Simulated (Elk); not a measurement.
Planning a run of Elk 11.2.3 (patched build) on SrCl2 (Fm-3m). The input:

```
tasks
  185
  186
  187

xctype
  20

rgkmax
  7.0

gmaxvr
  14.0

lmaxo
  7

lorbcnd
  .true.

tshift
  .false.

ngridk
  4 4 4

vkloff
  0.05 0.15 0.25

nempty
  10

swidth
  0.00551

scissor
  0.07180

gmaxrf
  2.5

wplot
  330 100 0
  0.0 0.6070

optcomp
  1 1
  2 2
  3 3

nvbse
  4

ncbse
  4

hdbse
  .false.

sppath
  './'

avec
  -0.0000000000 6.5920261268 6.5920261268
  6.5920261268 0.0000000000 6.5920261268
  6.5920261268 6.5920261268 -0.0000000000

atoms
  2
  'Sr.in'
  1
  0.0000000000 0.0000000000 0.0000000000
  'Cl.in'
  2
  0.2500000000 0.2500000000 0.2500000000
  0.7500000000 0.7500000000 0.7500000000
```

```sh
OMP_NUM_THREADS=8 elk > log
```

**Question.** How long will it take on 8 threads of Intel Xeon Platinum 8259CL at 2.50GHz (Skylake/Cascade Lake), shared host, and how much memory?

It took 36 s; on shared hardware allow 18 s to 71 s. Peak host memory was 0.22 GiB.

The kernel grows as the square of the matrix size, and full diagonalisation as its cube.

[Paths, hosts, dates, memory and timing lines, banners, echoed tables and standing remarks are left out of the program output.]

[Logs are printed without paths, hosts, clocks, repeated set-up lines and the standing remarks that a program may print on its own settings, such as how far it seeks lower states.]

[Runs of the session that timed out or met a known fault of the program may be left out.]

[Hosts, paths, dates, database ids (printed as entryN), source tags and the programs' standing remarks are cut or masked in the printed files.]
